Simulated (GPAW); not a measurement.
**linear Mo chain, spacing 3.025 A: cost and accuracy of the smearing**

Wanted: the cheapest choice of the smearing that holds the magnetic results of linear Mo chain, spacing 3.025 A.

Method: PBE; plane waves with GPAW's PAW setups, scalar-relativistic, in GPAW 26.7.0.

## Step 1: The starting structure

The cell holds 1 atom: 1 Mo. Cell: a = 12.000 Å, b = 12.000 Å, c = 3.025 Å, α = 90.0°, β = 90.0°, γ = 90.0°. model lattice. Vacuum lies along a and b. The structure's axis is c.

## Step 2: Rung 1 (width 0.4 eV), start ferro +

A wide smearing converges easily but acts like a high temperature on the moments; each rung narrows it.

order1.py reads:

```python
import json
import numpy as np
from ase import Atoms
from ase.parallel import paropen, parprint
from gpaw import GPAW

atoms = Atoms(['Mo'],
    cell=[[12.0, 0.0, 0.0],
         [0.0, 12.0, 0.0],
         [0.0, 0.0, 3.025]],
    scaled_positions=[[0.5, 0.5, 0.0]],
    pbc=True,
    magmoms=[1.0])
atoms.calc = GPAW(mode={'name': 'pw', 'ecut': 550},
    xc='PBE',
    kpts={'size': (1, 1, 10), 'gamma': True},
    occupations={'name': 'fermi-dirac', 'width': 0.4},
    convergence={'density': 1e-05, 'energy': 1e-05},
    maxiter=200,
    symmetry={'tolerance': 1e-4},
    txt='order1.txt')
e = atoms.get_potential_energy(force_consistent=True)
res = {'free_energy': e, 'energy_sigma0': atoms.get_potential_energy(), 'fermi_energy': atoms.calc.get_fermi_level()}
res['moments'] = atoms.get_magnetic_moments().tolist()
res['total'] = atoms.get_magnetic_moment()
parprint('site moments (muB):', np.round(res['moments'], 3))
parprint(f"total moment: {res['total']:.3f} muB")
parprint(f'free energy: {e:.6f} eV')
atoms.calc.write('order1.gpw')
with paropen('results.json', 'w') as f:
    json.dump(res, f)
```

Launch:

```bash
$ OMP_NUM_THREADS=1 python3 order1.py > order1.log
```

What it wrote:

```text
site moments (muB): [2.914]
total moment: 4.104 muB
free energy: -6.146793 eV

--- order1.txt ---
Input parameters:
  mode=PW(ecut=550),
  convergence={'density': 1e-05, 'energy': 1e-05},
  kpts=MonkhorstPack(size=(1, 1, 10), gamma=True),
  maxiter=200,
  occupations=Occupations(name='fermi-dirac', width=0.4),
  symmetry=Symmetry(tolerance=0.0001),
  xc=XC(name='PBE')

Diagonalizing LCAO Hamiltonian
Converting LCAO to pw mode
        .----------------------------.
       /|                            |
      / |                            |
     /  |                            |
    /   .----------------------------.
   /   /                            /
  /   /                            /
 *   /                            /
 |  /              Mo            /
 | /                            /
 |/                            /
 *----------------------------*

Atoms  # Å, Bohr magnetons
|   | symbol |        x |        y |        z |    initial magnetic moments |
|---|--------|----------|----------|----------|-----------------------------|
| 0 |     Mo | 6.000000 | 6.000000 | 0.000000 | ( 0.0000,  0.0000,  1.0000) |

Unit cell  # Å
| periodic |         x |         y |        z |   lengths |    angles |
|----------|-----------|-----------|----------|-----------|-----------|
|      yes | 12.000000 |  0.000000 | 0.000000 | 12.000000 | 90.000000 |
|      yes |  0.000000 | 12.000000 | 0.000000 | 12.000000 | 90.000000 |
|      yes |  0.000000 |  0.000000 | 3.025000 |  3.025000 | 90.000000 |

Number of symmetries: 16

BZ-sampling:
  Number of BZ points: 10
  Number of IBZ points: 6

  Monkhorst-Pack size: [1, 1, 10]
  Monkhorst-Pack shift: [0.0, 0.0, 0.05]

Plane wave coefficients: 12836
Cutoff: 550.0 eV

Spin-components: 2 (collinear spins)
Bands:           13
Projectors:      6
Spin-degeneracy: 1
Datatype:        complex128

Parallelization:
  kpt:    1
  domain: 1
  band:   1

Density:
  Valence electrons: 14.0
  Components: 2
  Grid points: [70 70 18]
  Charge: 0.0  # |e|

Potential:
  Grid points: [70 70 18]

[... setups left out ...]
Reference energy: -110134.072632  # eV

eigensolver:
  PPCG
  Converge bands: occupied
  niter=2

density mixing:
  MSR1-Mixer
  Pratt-step length: 0.05
  Maximum mixing coefficient: 0.75
  Old densities: 10
  SVD Regularization: 0.005
  Good broyden scale: 1.0
  Trust region scale: 1.0
  Backstep threshold: 4.0
  History deletion threshold: 6.0
  Fourier metric: weight=20.0, sigma=0.015

occupation numbers:
  Fermi-Dirac:
    width: 0.4000  # eV

poisson solver:
  ecut: 4400.0  # eV

xc functional:
  name: PBE with 2 nearest neighbor stencil

convergence criteria:
- Maximum integral of absolute [dens]ity change: 1e-05 electrons / valence electron
- Maximum [total energy] change in last 3 cyles: 1e-05 eV / valence electron
- Maximum integral of absolute [eigenst]ate change: 4e-08 eV^2 / valence electron
maximum number of iterations: 200

SCF iterations
|iter     |      energy | eigst |  dens |  magmom |
|---------|-------------|-------|-------|---------|
|iter:   1|       0s |   -4.962830 | +0.23 |       |  +0.9887|
|iter:   2|       1s |   -4.868249 | -1.15 | -0.91 |  +0.9934|
|iter:   3|       3s |   -4.667330 | -0.93 | -0.96 |  +1.1070|
|iter:   4|       4s |   -4.702379 | -1.92 | -1.37 |  +1.2250|
|iter:   5|       6s |   -4.822455 | -2.64 | -1.42 |  +1.5197|
|iter:   6|       7s |   -5.205865 | -1.85 | -1.43 |  +2.4656|
|iter:   7|       9s |   -5.376941 | -2.50 | -1.30 |  +3.1520|
|iter:   8|      10s |   -5.262478 | -0.39 | -1.57 |  +4.6228|
|iter:   9|      12s |   -5.481529 | -0.56 | -1.40 |  +3.6603|
|iter:  10|      13s |   -5.548178 | -1.81 | -1.80 |  +4.0661|
|iter:  11|      15s |   -5.571941 | -3.05 | -2.35 |  +4.2401|
|iter:  12|      16s |   -5.512969 | -3.13 | -2.27 |  +3.8548|
|iter:  13|      18s |   -5.567330 | -3.34 | -2.07 |  +4.1995|
|iter:  14|      19s |   -5.556348 | -4.79 | -2.45 |  +4.1178|
|iter:  15|      21s |   -5.554500 | -5.62 | -3.25 |  +4.1050|
|iter:  16|      22s |   -5.554249 | -6.77 | -3.91 |  +4.1034|
|iter:  17|      24s |   -5.554323 | -7.53c| -4.06 |  +4.1040|
|iter:  18|      25s |   -5.554350c| -7.78c| -4.47 |  +4.1042|
|iter:  19|      26s |   -5.554369c| -8.13c| -4.83 |  +4.1044|
|iter:  20|      27s |   -5.554373c| -8.31c| -5.57c|  +4.1044|

Converged in 20 steps
Energy contributions relative to reference atoms: (reference = -110134.072632)

Energy contributions:
  Kinetic:         -11.920329
  Coulomb:          10.203668
  Zero:             -0.539199
  External:          0.000000
  Xc:               -2.706092
  Entropy:          -1.184842
  Spinorbit:         0.000000
  ----------------------------
  Free energy:      -6.146793
  Extrapolated:     -5.554373

dipole moment: (0.000001, 0.000001, -11.132000)  # |e|*Ang

Total magnetic moment: (0.000000, 0.000000, 4.104397)

Local magnetic moments
|        x |        y |        z |
|----------|----------|----------|
| 0.000000 | 0.000000 | 2.914444 |  # Mo   0

Fermi level: -3.269
Eigenvalues  # (at kpt = [0.000, 0.000, 0.000])
| band index |      eig [eV] | occ [0-1] |      eig [eV] | occ [0-1] |
|------------|---------------|-----------|---------------|-----------|
|          0 |       -64.829 |     1.000 |       -62.860 |     1.000 |
|          1 |       -39.164 |     1.000 |       -36.830 |     1.000 |
|          2 |       -39.164 |     1.000 |       -36.830 |     1.000 |
|          3 |       -38.751 |     1.000 |       -36.819 |     1.000 |
|          4 |        -6.470 |     1.000 |        -5.106 |     0.990 |
|          5 |        -4.742 |     0.975 |        -2.697 |     0.193 |
|          6 |        -4.614 |     0.966 |        -2.023 |     0.043 |
|          7 |        -4.614 |     0.966 |        -2.022 |     0.042 |
|          8 |        -2.950 |     0.311 |        -0.700 |     0.002 |
|          9 |        -2.950 |     0.311 |        -0.700 |     0.002 |
|         10 |        -1.806 |     0.025 |        -0.614 |     0.001 |
|         11 |        -1.806 |     0.025 |        -0.614 |     0.001 |
|         12 |         0.215 |     0.000 |         0.474 |     0.000 |

No gap
No difference between direct/indirect transitions
```

It took 31 s on 1 MPI rank of AMD EPYC 9R45, shared host; peak memory 0.4 GiB.

Read from the output:

```
magnetization  : 4.104 μB
final state    : ferromagnetic
largest moment : 2.914 μB
```

After 20 cycles the largest moment stands at 2.91 μB.

## Step 3: Rung 1 (width 0.4 eV), start antiferro q=(0,0,1/2) +-

The second start gives the energy difference between the two end states, the quantity that is followed up the ladder. Its q is in fractions of the reciprocal vectors of the first run's cell.

order2.py is the script of step 2 with these lines changed:

```diff
@@ -6,12 +6,13 @@
 
-atoms = Atoms(['Mo'],
+atoms = Atoms(['Mo', 'Mo'],
     cell=[[12.0, 0.0, 0.0],
          [0.0, 12.0, 0.0],
-         [0.0, 0.0, 3.025]],
-    scaled_positions=[[0.5, 0.5, 0.0]],
+         [0.0, 0.0, 6.05]],
+    scaled_positions=[[0.5, 0.5, 0.0],
+         [0.5, 0.5, 0.5]],
     pbc=True,
-    magmoms=[1.0])
+    magmoms=[1.0, -1.0])
 atoms.calc = GPAW(mode={'name': 'pw', 'ecut': 550},
     xc='PBE',
-    kpts={'size': (1, 1, 10), 'gamma': True},
+    kpts={'size': (1, 1, 5), 'gamma': True},
     occupations={'name': 'fermi-dirac', 'width': 0.4},
@@ -20,3 +21,3 @@
     symmetry={'tolerance': 1e-4},
-    txt='order1.txt')
+    txt='order2.txt')
 e = atoms.get_potential_energy(force_consistent=True)
@@ -28,3 +29,3 @@
 parprint(f'free energy: {e:.6f} eV')
-atoms.calc.write('order1.gpw')
+atoms.calc.write('order2.gpw')
 with paropen('results.json', 'w') as f:
```

Launch:

```bash
$ OMP_NUM_THREADS=1 python3 order2.py > order2.log
```

What it wrote:

```text
site moments (muB): [ 3.24 -3.24]
total moment: 0.000 muB
free energy: -12.875056 eV

--- order2.txt ---
Input parameters:
  mode=PW(ecut=550),
  convergence={'density': 1e-05, 'energy': 1e-05},
  kpts=MonkhorstPack(size=(1, 1, 5), gamma=True),
  maxiter=200,
  occupations=Occupations(name='fermi-dirac', width=0.4),
  symmetry=Symmetry(tolerance=0.0001),
  xc=XC(name='PBE')

Diagonalizing LCAO Hamiltonian
Converting LCAO to pw mode
        .----------------------------.
       /|                            |
      / |                            |
     /  |                            |
    /   |                            |
   /    |                            |
  /     |                            |
 *      .----------Mo----------------.
 |     /                            /
 |    /                            /
 |   /                            /
 |  /              Mo            /
 | /                            /
 |/                            /
 *----------------------------*

Atoms  # Å, Bohr magnetons
|   | symbol |        x |        y |        z |    initial magnetic moments |
|---|--------|----------|----------|----------|-----------------------------|
| 0 |     Mo | 6.000000 | 6.000000 | 0.000000 | ( 0.0000,  0.0000,  1.0000) |
| 1 |     Mo | 6.000000 | 6.000000 | 3.025000 | ( 0.0000,  0.0000, -1.0000) |

Number of symmetries: 16

BZ-sampling:
  Number of BZ points: 5
  Number of IBZ points: 3

  Monkhorst-Pack size: [1, 1, 5]
  Monkhorst-Pack shift: [0, 0, 0]

Plane wave coefficients: 25591
Cutoff: 550.0 eV

Spin-components: 2 (collinear spins)
Bands:           21
Projectors:      12
Spin-degeneracy: 1
[...]
|iter:  27|      71s |  -12.064653 | -7.31 | -4.45 |  +0.0001|
|iter:  28|      72s |  -12.064663c| -7.70c| -5.26c|  +0.0000|

Converged in 28 steps
Energy contributions relative to reference atoms: (reference = -220268.145263)

Energy contributions:
  Kinetic:         -24.459933
  Coulomb:          20.843473
  Zero:             -1.095524
  External:          0.000000
  Xc:               -6.542287
  Entropy:          -1.620785
  Spinorbit:         0.000000
  ----------------------------
  Free energy:     -12.875056
  Extrapolated:    -12.064663

dipole moment: (0.000003, 0.000003, -22.255116)  # |e|*Ang

Total magnetic moment: (0.000000, 0.000000, 0.000033)

Local magnetic moments
|        x |        y |         z |
|----------|----------|-----------|
| 0.000000 | 0.000000 |  3.240313 |  # Mo   0
| 0.000000 | 0.000000 | -3.240312 |  # Mo   1

Fermi level: -3.287
Eigenvalues  # (at kpt = [0.000, 0.000, 0.000])
| band index |      eig [eV] | occ [0-1] |      eig [eV] | occ [0-1] |
|------------|---------------|-----------|---------------|-----------|
|          0 |       -64.827 |     1.000 |       -64.827 |     1.000 |
|        ... |               |           |               |           |
|          6 |       -36.620 |     1.000 |       -36.620 |     1.000 |
|          7 |       -36.620 |     1.000 |       -36.620 |     1.000 |
|          8 |        -5.829 |     0.998 |        -5.829 |     0.998 |
|          9 |        -4.663 |     0.969 |        -4.663 |     0.969 |
[...]
|         17 |        -1.345 |     0.008 |        -1.345 |     0.008 |
|         18 |        -1.345 |     0.008 |        -1.345 |     0.008 |
|         19 |        -1.180 |     0.005 |        -1.180 |     0.005 |
|         20 |        -1.180 |     0.005 |        -1.180 |     0.005 |

Gap: 1.148 eV
Transition (v -> c):
  (s=1, k=2, n=13, [0.00, 0.00, 0.40]) -> (s=0, k=2, n=14, [0.00, 0.00, 0.40])
No difference between direct/indirect transitions
```

Elapsed: 78 s, on 1 MPI rank; peak memory 0.65 GiB.

Read from the output:

* magnetization: 0 μB
* final state: antiferromagnetic
* largest moment: 3.240 μB

This start lies -290.7 meV a seeded atom from the first; its largest moment is 3.24 μB.

## Step 4: Rung 2 (width 0.2 eV), start ferro +

order1.py is the script of step 2 with these lines changed:

```diff
@@ -16,3 +16,3 @@
     kpts={'size': (1, 1, 10), 'gamma': True},
-    occupations={'name': 'fermi-dirac', 'width': 0.4},
+    occupations={'name': 'fermi-dirac', 'width': 0.2},
     convergence={'density': 1e-05, 'energy': 1e-05},
```

Launch:

```bash
$ OMP_NUM_THREADS=1 python3 order1.py > order1.log
```

What it wrote:

```text
site moments (muB): [3.443]
total moment: 4.903 muB
free energy: -5.783473 eV

--- order1.txt ---
Input parameters:
  mode=PW(ecut=550),
  convergence={'density': 1e-05, 'energy': 1e-05},
  kpts=MonkhorstPack(size=(1, 1, 10), gamma=True),
  maxiter=200,
  occupations=Occupations(name='fermi-dirac', width=0.2),
  symmetry=Symmetry(tolerance=0.0001),
  xc=XC(name='PBE')

Diagonalizing LCAO Hamiltonian
[...]
|          3 |       -38.752 |     1.000 |       -36.341 |     1.000 |
|          4 |        -6.519 |     1.000 |        -4.809 |     1.000 |
[...]
|          9 |        -2.991 |     0.333 |        -0.432 |     0.000 |
|         10 |        -1.808 |     0.001 |        -0.085 |     0.000 |
|         11 |        -1.808 |     0.001 |        -0.085 |     0.000 |
|         12 |         0.218 |     0.000 |         0.613 |     0.000 |

No gap
No difference between direct/indirect transitions


[key lines of the parts left out:]
Free energy:      -5.783473
Converged in 20 steps
dipole moment: (0.000001, 0.000001, -11.120246)  # |e|*Ang
Fermi level: -3.130
```

Elapsed: 32 s, on 1 MPI rank; peak memory 0.4 GiB.

Numbers from this step:

| Quantity | Value |
| --- | --- |
| magnetization | 4.903 μB |
| final state | ferromagnetic |
| largest moment | 3.443 μB |

The largest moment moves by +0.53 μB from rung 1, at 1.0 times its CPU time.

## Step 5: Rung 2 (width 0.2 eV), start antiferro q=(0,0,1/2) +-

order2.py is the script of step 3 with these lines changed:

```diff
@@ -17,3 +17,3 @@
     kpts={'size': (1, 1, 5), 'gamma': True},
-    occupations={'name': 'fermi-dirac', 'width': 0.4},
+    occupations={'name': 'fermi-dirac', 'width': 0.2},
     convergence={'density': 1e-05, 'energy': 1e-05},
```

Launch:

```bash
$ OMP_NUM_THREADS=1 python3 order2.py > order2.log
```

What it wrote:

```text
site moments (muB): [ 3.491 -3.491]
total moment: 0.000 muB
free energy: -12.425011 eV

--- order2.txt ---
Input parameters:
  mode=PW(ecut=550),
  convergence={'density': 1e-05, 'energy': 1e-05},
  kpts=MonkhorstPack(size=(1, 1, 5), gamma=True),
  maxiter=200,
  occupations=Occupations(name='fermi-dirac', width=0.2),
  symmetry=Symmetry(tolerance=0.0001),
  xc=XC(name='PBE')

Diagonalizing LCAO Hamiltonian
[...]
|         17 |        -1.198 |     0.000 |        -1.198 |     0.000 |
|         18 |        -1.196 |     0.000 |        -1.196 |     0.000 |
|         19 |        -0.895 |     0.000 |        -0.895 |     0.000 |
|         20 |        -0.895 |     0.000 |        -0.895 |     0.000 |

Gap: 1.186 eV
Transition (v -> c):
  (s=1, k=2, n=13, [0.00, 0.00, 0.40]) -> (s=0, k=2, n=14, [0.00, 0.00, 0.40])
No difference between direct/indirect transitions


[key lines of the parts left out:]
Free energy:     -12.425011
Converged in 15 steps
dipole moment: (0.000003, 0.000003, -22.226246)  # |e|*Ang
Fermi level: -3.362
```

The job ended after 43 s (1 MPI rank; peak memory 0.66 GiB).

Numbers from this step:

```
magnetization  : 0 μB
final state    : antiferromagnetic
largest moment : 3.491 μB
```

This start lies -429.0 meV a seeded atom from the first, a change of -138.3 meV since rung 1; its largest moment is 3.49 μB.

## Step 6: Rung 3 (width 0.1 eV), start ferro +

order1.py is the script of step 4 with these lines changed:

```diff
@@ -16,3 +16,3 @@
     kpts={'size': (1, 1, 10), 'gamma': True},
-    occupations={'name': 'fermi-dirac', 'width': 0.2},
+    occupations={'name': 'fermi-dirac', 'width': 0.1},
     convergence={'density': 1e-05, 'energy': 1e-05},
```

Launch:

```bash
$ OMP_NUM_THREADS=1 python3 order1.py > order1.log
```

What it wrote:

```text
site moments (muB): [3.508]
total moment: 5.002 muB
free energy: -5.732978 eV

--- order1.txt ---
Input parameters:
  mode=PW(ecut=550),
  convergence={'density': 1e-05, 'energy': 1e-05},
  kpts=MonkhorstPack(size=(1, 1, 10), gamma=True),
  maxiter=200,
  occupations=Occupations(name='fermi-dirac', width=0.1),
  symmetry=Symmetry(tolerance=0.0001),
  xc=XC(name='PBE')

Diagonalizing LCAO Hamiltonian
[...]
|          3 |       -38.780 |     1.000 |       -36.308 |     1.000 |
|          4 |        -6.534 |     1.000 |        -4.791 |     1.000 |
[...]
|          9 |        -3.021 |     0.161 |        -0.398 |     0.000 |
|         10 |        -1.815 |     0.000 |        -0.033 |     0.000 |
|         11 |        -1.815 |     0.000 |        -0.033 |     0.000 |
|         12 |         0.217 |     0.000 |         0.633 |     0.000 |

No gap
No difference between direct/indirect transitions


[key lines of the parts left out:]
Free energy:      -5.732978
Converged in 14 steps
dipole moment: (0.000001, 0.000001, -11.120349)  # |e|*Ang
Fermi level: -3.186
```

The job ended after 23 s (1 MPI rank; peak memory 0.4 GiB).

Read from the output:

* magnetization: 5.002 μB
* final state: ferromagnetic
* largest moment: 3.508 μB

The largest moment moves by +0.07 μB from rung 2, at 0.70 times its CPU time.

## Step 7: Rung 3 (width 0.1 eV), start antiferro q=(0,0,1/2) +-

order2.py is the script of step 5 with these lines changed:

```diff
@@ -17,3 +17,3 @@
     kpts={'size': (1, 1, 5), 'gamma': True},
-    occupations={'name': 'fermi-dirac', 'width': 0.2},
+    occupations={'name': 'fermi-dirac', 'width': 0.1},
     convergence={'density': 1e-05, 'energy': 1e-05},
```

Launch:

```bash
$ OMP_NUM_THREADS=1 python3 order2.py > order2.log
```

What it wrote:

```text
site moments (muB): [ 3.526 -3.526]
total moment: 0.000 muB
free energy: -12.384421 eV

--- order2.txt ---
Input parameters:
  mode=PW(ecut=550),
  convergence={'density': 1e-05, 'energy': 1e-05},
  kpts=MonkhorstPack(size=(1, 1, 5), gamma=True),
  maxiter=200,
  occupations=Occupations(name='fermi-dirac', width=0.1),
  symmetry=Symmetry(tolerance=0.0001),
  xc=XC(name='PBE')

Diagonalizing LCAO Hamiltonian
[...]
|         17 |        -1.137 |     0.000 |        -1.137 |     0.000 |
|         18 |        -1.135 |     0.000 |        -1.135 |     0.000 |
|         19 |        -0.853 |     0.000 |        -0.853 |     0.000 |
|         20 |        -0.853 |     0.000 |        -0.853 |     0.000 |

Gap: 1.181 eV
Transition (v -> c):
  (s=0, k=2, n=13, [0.00, 0.00, 0.40]) -> (s=0, k=2, n=14, [0.00, 0.00, 0.40])
No difference between direct/indirect transitions


[key lines of the parts left out:]
Free energy:     -12.384421
Converged in 14 steps
dipole moment: (0.000003, 0.000003, -22.216870)  # |e|*Ang
Fermi level: -3.470
```

The job ended after 40 s (1 MPI rank; peak memory 0.65 GiB).

Read from the output:

| Item | Value |
| --- | --- |
| magnetization | 0 μB |
| final state | antiferromagnetic |
| largest moment | 3.526 μB |

This start lies -459.2 meV a seeded atom from the first, a change of -30.2 meV since rung 2; its largest moment is 3.53 μB.

(Part 1 of 2 ends here.)

[Logs and program files are shortened in this print: banners, set-up blocks, solver, clock and traceback lines can be left out without a mark of their own.]

[Logs are printed without paths, hosts, clocks, repeated set-up lines and the standing remarks that a program may print on its own settings, such as how far it seeks lower states.]

[Hosts, paths, dates, database ids (printed as entryN), source tags and the programs' standing remarks are cut or masked in the printed files.]

[Where a cell is said to come from a database of computed structures, the database is the Materials Project.]
